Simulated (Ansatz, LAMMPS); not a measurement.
# Localised basis functions on liquid (Na,Rb)(Cl,Br) at 1100 K (68 atoms)

Wanted: errors and times of a linear-scaling basis for liquid (Na,Rb)(Cl,Br) at 1100 K (68 atoms). A setting counts as converged where the r.m.s. difference of forces stays under 1 % of the r.m.s. force.

Method: Kohn-Sham DFT, PBE, PAW (set soft_2), plane waves, in Ansatz 0.2.0.

## (1) The starting structure

The cell holds 68 atoms: 22 Na, 12 Rb, 18 Cl and 16 Br. Its edges and angles: a = 13.797 Å, b = 13.797 Å, c = 13.797 Å, α = 90.0°, β = 90.0°, γ = 90.0°. 68 atoms (22 Na, 12 Rb, 18 Cl, 16 Br) placed at random at 2.18 g/cm³, melted at 1800 K for 10 ps at fixed volume with the Lennard-Jones and Coulomb ion parameters for SPC/E (Joung and Cheatham, J. Phys. Chem. B 112, 9020 (2008)), full charges. Snapshot at the end of a hold of 20 ps at 1100 K and fixed volume.

Before any run, some limits are plain. The network of bonds at the start is that of the classical potential that made the cell, and needn't be the one that DFT or experiment would give. The ion parameters were fitted for water, not for melts, so the starting structure of this cell may lie well off the real melt's. Only the Γ point is sampled, in a cell whose shortest periodic width is 14 Å.

## (2) The classical run that made the cell

A classical potential supplies the starting structure, since it reaches far longer times than DFT.

This step: classical MD, Lennard-Jones and Coulomb ion parameters for SPC/E (Joung and Cheatham, J. Phys. Chem. B 112, 9020 (2008)), full charges (LAMMPS 22 Jul 2025 - Update 4).

File in.lmp:

```
# melt-quench of Na22Rb12Cl18Br16
units metal
atom_style charge
boundary p p p
region box block 0 13.7970 0 13.7970 0 13.7970
create_box 4 box
mass 1 22.9898   # Na
mass 2 85.4678   # Rb
mass 3 35.4500   # Cl
mass 4 79.9040   # Br
create_atoms 1 random 22 410609 NULL overlap 2.2 maxtry 2000
create_atoms 2 random 12 410616 NULL overlap 2.2 maxtry 2000
create_atoms 3 random 18 410623 NULL overlap 2.2 maxtry 2000
create_atoms 4 random 16 410630 NULL overlap 2.2 maxtry 2000
pair_style lj/cut/coul/long 9.0
pair_modify mix arithmetic tail yes
pair_coeff 1 1 0.015292 2.1595   # Na
pair_coeff 2 2 0.019302 3.0950   # Rb
pair_coeff 3 3 0.000554 4.8305   # Cl
pair_coeff 4 4 0.001169 4.9017   # Br
set type 1 charge 1
set type 2 charge 1
set type 3 charge -1
set type 4 charge -1
kspace_style pppm 1.0e-4
neigh_modify delay 0 every 1 check yes
thermo_style custom step time temp pe press density
thermo_modify norm yes
timestep 0.002
thermo 100
min_style cg
minimize 1e-4 1e-4 200 2000
reset_timestep 0
velocity all create 1800 410610 mom yes dist gaussian
# [... 14 lines left out ...]
compute msd all msd com yes
thermo 2500
fix md all nvt temp 1100 1100 0.2
run 10000 post no
print "== T1100: mean square displacement over the hold $(c_msd[4]:%.2f) A^2"
unfix md
uncompute msd
write_dump all custom T1100.dump id type xs ys zs modify sort id
```

On the command line:

```console
> lmp -in in.lmp -log none -nocite
```

The log of the run:

```text
LAMMPS (22 Jul 2025 - Update 4)
Created orthogonal box = (0 0 0) to (13.797 13.797 13.797)
Created 22 atoms
Created 12 atoms
Created 18 atoms
Created 16 atoms
PPPM initialization ...
  G vector (1/distance) = 0.3048935
  grid = 9 9 9
  estimated relative force accuracy = 8.1331679e-05
   Step          Time           Temp          PotEng         Press         Density
         0   0              0              2.344911       689664.32      2.1799997
       100   0.2            0             -3.6589462     -1200.2044      2.1799997
       118   0.236          0             -3.6729662     -1023.598       2.1799997
Loop time of 0.0288696 s on 1 MPI rank(s) for 118 steps with 68 atoms
Minimization stats:
  Stopping criterion = energy tolerance
  Energy initial, next-to-last, final =
      2.34491100093454  -3.67268117132106  -3.67296624128952
  Force two-norm initial, final = 520.12732 0.33587391
  Iterations, force evaluations = 118 159
   Step          Time           Temp          PotEng         Press         Density
         0   0              1800          -3.6729662      5316.2238      2.1799997
       500   1              1883.5647     -3.4175144      21795.979      2.1799997
      1000   2              1656.0973     -3.4510397      12973.568      2.1799997
Loop time of 0.1506 s on 1 MPI rank(s) for 1000 steps with 68 atoms
   Step          Time           Temp          PotEng         Press         Density
      1000   2              1656.0973     -3.4510397      12973.568      2.1799997
      1666   3.332          1683.2835     -3.4708364      9249.2102      2.1799997
      2499   4.998          1957.4904     -3.4203246      17917.318      2.1799997
      3332   6.664          1529.7472     -3.4523148      9775.2205      2.1799997
      4165   8.33           1780.8824     -3.4328293      15113.604      2.1799997
      4998   9.996          1947.1556     -3.4507821      8699.3087      2.1799997
[... 2 lines left out ...]
Loop time of 0.751906 s on 1 MPI rank(s) for 5000 steps with 68 atoms
   Step          Time           Temp          PotEng         Press         Density
[... 5 lines left out ...]
Loop time of 0.37063 s on 1 MPI rank(s) for 2500 steps with 68 atoms
   Step          Time           Temp          PotEng         Press         Density
[... 2 lines left out ...]
     12500   25             1197.1044     -3.5791774      1480.1035      2.1799997
     15000   30             1082.2433     -3.5648263      4797.5938      2.1799997
     17500   35             1083.2289     -3.5633654      6206.4721      2.1799997
     18500   37             1242.635      -3.5227974      9041.5393      2.1799997
Loop time of 1.46074 s on 1 MPI rank(s) for 10000 steps with 68 atoms
== T1100: mean square displacement over the hold 26.53 A^2
```

Elapsed: 2.9 s, on 1 thread of Arm Neoverse V2, shared host; peak memory 0.069 GiB.

## (3) Plane-wave single point

The first run fixes the reference, at a cutoff of 420 eV.

File input.yaml:

```yaml
crystal:
  lattice:
    - [13.797, 0.0, 0.0]
    - [0.0, 13.797, 0.0]
    - [0.0, 0.0, 13.797]
  atoms:
    - { symbol: Na, position: [0.86219, 0.0418, 0.97917] }
    - { symbol: Na, position: [0.32819, 0.96853, 0.88868] }
    - { symbol: Na, position: [0.09052, 0.23222, 0.60701] }
    - { symbol: Na, position: [0.3354, 0.45023, 0.8845] }
    - { symbol: Na, position: [0.66884, 0.75556, 0.84389] }
    - { symbol: Na, position: [0.05277, 0.67474, 0.37064] }
    - { symbol: Na, position: [0.82456, 0.89538, 0.7036] }
    - { symbol: Na, position: [0.70738, 0.70166, 0.37155] }
    - { symbol: Na, position: [0.40796, 0.68207, 0.91472] }
    - { symbol: Na, position: [0.03893, 0.824, 0.88071] }
    - { symbol: Na, position: [0.61065, 0.09426, 0.28348] }
    - { symbol: Na, position: [0.89672, 0.53312, 0.14177] }
    - { symbol: Na, position: [0.78587, 0.24504, 0.67861] }
    - { symbol: Na, position: [0.35135, 0.52444, 0.53187] }
    - { symbol: Na, position: [0.16284, 0.62552, 0.04766] }
    - { symbol: Na, position: [0.19045, 0.20698, 0.87427] }
    - { symbol: Na, position: [0.39945, 0.7461, 0.17899] }
    - { symbol: Na, position: [0.96263, 0.46356, 0.85043] }
    - { symbol: Na, position: [0.91248, 0.67801, 0.55676] }
    - { symbol: Na, position: [0.42375, 0.14175, 0.58003] }
    - { symbol: Na, position: [0.98818, 0.85977, 0.19083] }
    - { symbol: Na, position: [0.20624, 0.72543, 0.68608] }
    - { symbol: Rb, position: [0.73937, 0.79211, 0.11134] }
    - { symbol: Rb, position: [0.32808, 0.9815, 0.28847] }
    - { symbol: Rb, position: [0.02859, 0.40288, 0.45799] }
    - { symbol: Rb, position: [0.6349, 0.38069, 0.85406] }
    - { symbol: Rb, position: [0.55394, 0.1341, 0.99453] }
    - { symbol: Rb, position: [0.79814, 0.00787, 0.40549] }
    - { symbol: Rb, position: [0.5996, 0.43597, 0.14947] }
    - { symbol: Rb, position: [0.25699, 0.3439, 0.25632] }
    - { symbol: Rb, position: [0.61444, 0.35461, 0.4341] }
    - { symbol: Rb, position: [0.50524, 0.82105, 0.51231] }
    - { symbol: Rb, position: [0.10151, 0.93934, 0.54879] }
    - { symbol: Rb, position: [0.98526, 0.19878, 0.16686] }
    - { symbol: Cl, position: [0.38701, 0.99377, 0.06431] }
    - { symbol: Cl, position: [0.20984, 0.73969, 0.9064] }
    - { symbol: Cl, position: [0.36685, 0.26657, 0.90976] }
    - { symbol: Cl, position: [0.52193, 0.03648, 0.44123] }
    - { symbol: Cl, position: [0.94719, 0.3465, 0.67737] }
    - { symbol: Cl, position: [0.99176, 0.79155, 0.70321] }
    - { symbol: Cl, position: [0.57857, 0.66973, 0.99356] }
    - { symbol: Cl, position: [0.14706, 0.62523, 0.53514] }
    - { symbol: Cl, position: [0.8478, 0.98644, 0.17259] }
    - { symbol: Cl, position: [0.08124, 0.45648, 0.19349] }
    - { symbol: Cl, position: [0.83366, 0.58375, 0.72349] }
    - { symbol: Cl, position: [0.53468, 0.2537, 0.219] }
    - { symbol: Cl, position: [0.789, 0.8778, 0.89792] }
    - { symbol: Cl, position: [0.28292, 0.82564, 0.52025] }
    - { symbol: Cl, position: [0.7964, 0.4226, 0.02621] }
    - { symbol: Cl, position: [0.97632, 0.67622, 0.05644] }
    - { symbol: Cl, position: [0.88764, 0.78972, 0.35827] }
    - { symbol: Cl, position: [0.1424, 0.38808, 0.91164] }
    - { symbol: Br, position: [0.34654, 0.57678, 0.09225] }
    - { symbol: Br, position: [0.26859, 0.34897, 0.49927] }
    - { symbol: Br, position: [0.49208, 0.58794, 0.40543] }
    - { symbol: Br, position: [0.24255, 0.10379, 0.69373] }
    - { symbol: Br, position: [0.58409, 0.23639, 0.64644] }
    - { symbol: Br, position: [0.18302, 0.77253, 0.1932] }
    - { symbol: Br, position: [0.79707, 0.20462, 0.89455] }
    - { symbol: Br, position: [0.86947, 0.53716, 0.36236] }
    - { symbol: Br, position: [0.57104, 0.84523, 0.26632] }
    - { symbol: Br, position: [0.06952, 0.00576, 0.95236] }
    - { symbol: Br, position: [0.9047, 0.08032, 0.61468] }
    - { symbol: Br, position: [0.14149, 0.10125, 0.37255] }
    - { symbol: Br, position: [0.80196, 0.22085, 0.32842] }
    - { symbol: Br, position: [0.49695, 0.91174, 0.76681] }
    - { symbol: Br, position: [0.386, 0.58134, 0.74565] }
    - { symbol: Br, position: [0.7188, 0.80233, 0.56087] }
kpoints:
  mp_grid: { grid: [1, 1, 1] }
hamiltonian:
  xc: pbe
scf:
  occupations: { method: fermi_dirac, width: 0.05 }
output:
  forces: true
  stress: true
  populations: true
  dos:
    method: { smearing: { sigma: 0.08 } }
    de: 0.1
    projected: { site_lists: { Br: [Br], Cl: [Cl], Na: [Na], Rb: [Rb] } }
  eigenvalues: true
  write_density: true
  write_potential: true
  volumetric_format: npy
  elf: true
```

On the command line:

```console
> ansatz run input.yaml --threads 4 --pin off --max-ram 8192MiB --backend cpu --events-out ev --progress --plain --runs-dir out
```

The log of the run:

```text
Engine: ansatz 0.2.0, aarch64-unknown-linux-gnu
Pseudopotentials: kind: paw
Pseudopotential: Na, paw, valence charge 9, recommended cutoff 420 eV (normal), Na.paw.azcp
Pseudopotential: Rb, paw, valence charge 9, recommended cutoff 420 eV (normal), Rb.paw.azcp
Pseudopotential: Cl, paw, valence charge 7, recommended cutoff 420 eV (normal), Cl.paw.azcp
Pseudopotential: Br, paw, valence charge 7, recommended cutoff 420 eV (normal), Br.paw.azcp
[... 5 lines on functional and potentials left out ...]
Crystal: 68 atoms, lattice volume = 2626.358 Å³
Basis set: ecut = 420 eV, 51435 PW (Γ), exchange–correlation on 192×192×192 points (8 copies of the dense FFT grid, shifted against one another)
Bands: 340, of which v1, the nominal top of the filled ones, is band 272 counted from 1 (271 counted from 0)
Symmetry: 1 space group operations
Space group: P1 (ITA 1), of the structure as read, at distance tolerance 1.4e-4 Å
k-points: 1
[... 9 lines on functional and potentials left out ...]
Initial density: superposition of atomic densities (neutral atoms: chi_scale 0, normalization atom), corrected by the library's trained network
Initial wavefunctions: pseudopotential atomic-orbital guess
Functional: x = pbe(κ = 0.804, μ = 0.219515), c = pbe(β = 0.066725)
SCF iter   1: F=—  HF=-135977.493730 eV  |F-HF|=—  |Δ(HF+E_count)|=         —  Δρ=6.80e-4  dr2=5.36e-2  ethr=1.77e-3  ⟨swp⟩=9.0  Hψ=1426  notcnv=0  defer=49
preconditioner: auto → Resta (q_TF=auto, 2.099 Å⁻¹)  ε∞=2.4  [insulator: Δε(μ)=2.852 eV  Ē_g=11.223 eV  σ=0.050 eV  W_gap=1.00  n_scr=436 (ndim 8)  ℏωp=13.4 eV  f_vac=0.230  D(μ)=0.00/eV (n_scr^D=0)  ε∞_Penn≈2.4]
SCF iter   2: F=—  HF=-135977.489793 eV  |F-HF|=—  |Δ(HF+E_count)|=   3.94e-3  Δρ=3.21e-4  dr2=1.16e-2  ethr=9.86e-6  ⟨swp⟩=2.0  Hψ=565  notcnv=0  defer=55
SCF iter   3: F=—  HF=-135977.488776 eV  |F-HF|=—  |Δ(HF+E_count)|=   1.02e-3  Δρ=1.20e-4  dr2=1.57e-3  ethr=2.13e-6  ⟨swp⟩=2.0  Hψ=415  notcnv=0  defer=55
SCF iter   4: F=—  HF=-135977.488832 eV  |F-HF|=—  |Δ(HF+E_count)|=   5.62e-5  Δρ=4.16e-5  dr2=8.82e-5  ethr=2.89e-7  ⟨swp⟩=2.0  Hψ=433  notcnv=0  defer=55
SCF iter   5: F=—  HF=-135977.491039 eV  |F-HF|=—  |Δ(HF+E_count)|=   2.21e-3  Δρ=1.24e-5  dr2=7.57e-6  ethr=1.62e-8  ⟨swp⟩=2.0  Hψ=566  notcnv=0  defer=61
SCF iter   6: F=—  HF=-135977.491046 eV  |F-HF|=—  |Δ(HF+E_count)|=   6.22e-6  Δρ=4.09e-6  dr2=5.57e-7  ethr=1.39e-9  ⟨swp⟩=2.0  Hψ=535  notcnv=0  defer=61
SCF iter   7: F=-135977.491046 eV  HF=-135977.491046 eV  |F-HF|=4.08e-8  |Δ(HF+E_count)|=   3.45e-7  Δρ=1.26e-6  dr2=5.39e-8  ethr=1.84e-11  ⟨swp⟩=22.0  Hψ=3207  notcnv=0
SCF 1 converged in 7 iterations: F = -135977.491046 eV  dr2 = 5.39e-8
  greatest PAW one-centre occupation: 0.999 electrons in one spin orbital (limit 2), on the Na atom at site 4 (counted from 0), in its partial waves of l = 0
WARN: The input density's exchange-correlation potential varies sharply where the density is thin. Do not read a vacuum level from v_tot or v_xc, or from such a field of the output density. On a cell that repeats whose density bears no net charge and no dipole along the vacuum's axis use v_es (v_loc + v_h of the components); [...]
SCF converged after 7 iterations
Free energy (F): -135977.491046 eV
Harris-Foulkes:  -135977.491046 eV  (|F-HF|=4.08e-8)
Internal energy: -135977.491046 eV  (E = F + TS)
E sigma→0 (E₀):  -135977.491046 eV
Fermi energy:    1.878067 eV
--- Per-component energies (eV) ---
  E_band       = -7486.067107
  E_kinetic    = 10012.957177
  E_local      = -53769.550226  (includes V_loc(G=0)·N_el)
  E_nonlocal   = 6242.573527
  E_hartree    = 19049.550177
  E_xc         = -8604.285720
  E_vxc        = -6621.724289  (∫ρ·V_xc dr)
  E_paw        = -85018.695988  (= ΣΔE_a)
  E_vpaw       = -1449.432781  (= ΣTr[D̂ρ^β])
  E_aug_tail   = 0.000851  (compensation charges beyond the density's cutoff)
  E_ewald      = -23890.040845
  E_smearing   = -0.000000  (= −TS)
  E_closure    = 0.000000  (closes the sum)
  Σ components = -135977.491046   (vs F -135977.491046, Δ=0.00e0)
--- Forces (eV/Å), atoms counted from 1 ---
  atom   1  Na     0.18361118    -0.35410467    -0.15661305
  atom   2  Na    -0.04086907    -0.14923753    -0.32563149
  atom   3  Na     0.14764766    -0.42903559     0.29404023
  atom   4  Na    -0.59908530    -0.22431632     0.18050157
  atom   5  Na    -0.43876219    -0.35615142    -0.40611324
  atom   6  Na     0.31699219    -0.05141915    -0.41815202
  atom   7  Na     0.20546039     0.26724397     0.04704100
  atom   8  Na    -0.01546552    -0.01747323     0.32615947
  atom   9  Na    -0.22525563     0.36347587     0.01752522
  atom  10  Na    -0.20930843    -0.23920396     0.30435567
  atom  11  Na     0.02374947     0.01001522     0.03182198
  atom  12  Na     0.37994761    -0.36561797     0.24983034
  atom  13  Na     0.32767238    -0.42140757     0.09017813
  atom  14  Na    -0.28294133     0.37486658     0.28331203
[...]
atom  67  Br     0.10510566    -0.10250062    -0.39554404
  atom  68  Br     0.60360748    -0.18854217     0.02370573
  max |Σ_I F_I| component: 3.51e-5 eV/Å
--- Stress (GPa, compression-positive) ---
       -0.477991       0.005873       0.124772
        0.005873       0.251167       0.104184
        0.124772       0.104184      -0.352727
  P = ⅓ Tr σ = -0.1932 GPa (-1.932 kbar)
--- Band table (eV) ---
  k-point 0: bands = ["-50.9454", "-50.9308", "-50.7502", "-50.7348", [... 324 levels ...], "7.1232", "7.1994", "7.2168", "7.2482", "7.2511", "7.2996", "7.3139", "7.3636", "7.4242", "7.4305", "7.4692", "7.4711"]
--- Löwdin populations: 68 sites ---
  site symbol       q [e]
     0     Na      8.3161
     1     Na      8.2796
     2     Na      8.2993
[...]
67     Br      7.6465
  spilling = 0.003008 (of n_electrons = 544.000000)
```

The job ended after 35 s (4 threads of Arm Neoverse V2, shared host; peak memory 2.7 GiB).

The program notes that the exchange-correlation potential is rough where the density is thin.

Read from the output:

```yaml
free_energy: -135977.4910 eV
free_energy_per_atom: -1999.6690 eV/atom
scf_cycles: 7
pressure: -0.1932 GPa
r_m_s_force_component: 0.2847 eV/Å
longest_force: 0.9976 eV/Å
fermi_energy: 1.878 eV
spacing_of_highest_filled_and_lowest_empty_level: 2.754 eV
spilling_of_the_projection: 0.003008
```

The r.m.s. force component of 0.28 eV/Å and the pressure of -0.19 GPa set the scale for the differences below.

## (4) Support functions low

With localised support functions most steps grow linearly with size, though the diagonalisation grows faster unless the density matrix is cut; this run measures error and cost at this size.

This step: Kohn-Sham DFT, PBE, PAW (set soft_2), localised support functions (low) (Ansatz 0.2.0).

input.yaml, the sections that differ from step 3:

```yaml
scf:
  occupations: { method: fermi_dirac, width: 0.05 }
  eigensolver: { kind: { support_functions: { accuracy: low } } }
  max_iter: 150
output:
  forces: true
  eigenvalues: true
# crystal, kpoints, hamiltonian: as in step 3
```

The log of the run:

```text
Warning: scf.eigensolver.kind.support_functions: disabling space-group detection — the functions' gradient is summed over unrotated k-points, so no spatial operation reduces the k-mesh or symmetrises the density; time reversal is kept, so that k and −k are solved as one point where they differ and the mesh holds both, and exact exchange and, on two spinor components, a DFT+U term hold to it where the run has them: [...]
settings of this run that can trade accuracy for cost: scf.eigensolver.kind.support_functions; scf.eigensolver.kind.support_functions.accuracy: low [...]
[...]
Crystal: 68 atoms, lattice volume = 2626.358 Å³
Basis set: ecut = 420 eV, 51435 PW (Γ), exchange–correlation on 192×192×192 points (8 copies of the dense FFT grid, shifted against one another)
Bands: 327, of which v1, the nominal top of the filled ones, is band 272 counted from 1 (271 counted from 0)
Symmetry: 1 space group operations
k-points: 1
[...]
SCF iter   1: F=—  HF=-135992.747026 eV  |F-HF|=—  |Δ(HF+E_count)|=         —  Δρ=3.86e-2  dr2=4.58e1  ethr=1.00e-1
[...]
SCF iter  11: F=—  HF=-135977.513842 eV  |F-HF|=—  |Δ(HF+E_count)|=   7.20e-4  Δρ=2.06e-5  dr2=2.14e-5  ethr=1.69e-8  κ⁻¹=1.4e-5(r=7)
SCF iter  12: F=-135977.514381 eV  HF=-135977.514381 eV  |F-HF|=6.55e-7  |Δ(HF+E_count)|=   5.38e-4  Δρ=1.07e-5  dr2=7.11e-6  ethr=3.93e-9
SCF 1 converged in 12 iterations: F = -135977.520565 eV  dr2 = 7.11e-6
[...]
SCF converged after 12 iterations
Stability not checked: this state was not tested for a lower state beside it, because the mixer in use, unlike msr1, does not test its closes by its own steps (another_mixer; see scf.mixing.algorithm and scf.lower_state_search)
Free energy (F): -135977.520565 eV
[...]
Internal energy: -135977.520565 eV  (E = F + TS)
E sigma→0 (E₀):  -135977.520565 eV
Fermi energy:    1.877941 eV
[...]
Σ components = -135977.520565   (vs F -135977.520565, Δ=0.00e0)
--- Forces (eV/Å), atoms counted from 1 ---
  atom   1  Na     0.18343298    -0.35406053    -0.15667371
  atom   2  Na    -0.04084217    -0.14941470    -0.32553692
  atom   3  Na     0.14749404    -0.42898976     0.29407805
  atom   4  Na    -0.59925668    -0.22430834     0.18023054
[...]
atom  68  Br     0.60343255    -0.18832611     0.02367775
  max |Σ_I F_I| component: 1.83e-3 eV/Å
--- Band table (eV) ---
[...]
```

Wall time 2.8 min (4 threads); peak memory 5.1 GiB.

The program notes that the band table was not solved further than the SCF left it and it switched symmetry off.

Keys that differ from the reference: support_functions.accuracy = "low" and scf.max_iter = 150.

Forces differ from the reference by 0.13 meV/Å r.m.s., 0.044 % of their size, well within a tolerance of 1 %; the energy by -0.43 meV/atom. It took roughly 4.9 times the reference's time (one timing each, with unlike analyses asked), in 12 cycles against 7.

[end of part 1 of 3]

[Long decimals in the printed logs are rounded to 6 places.]

[Logs are printed without paths, hosts, clocks, repeated set-up lines and the standing remarks that a program may print on its own settings, such as how far it seeks lower states.]

[Hosts, paths, dates, database ids (printed as entryN), source tags and the programs' standing remarks are cut or masked in the printed files.]
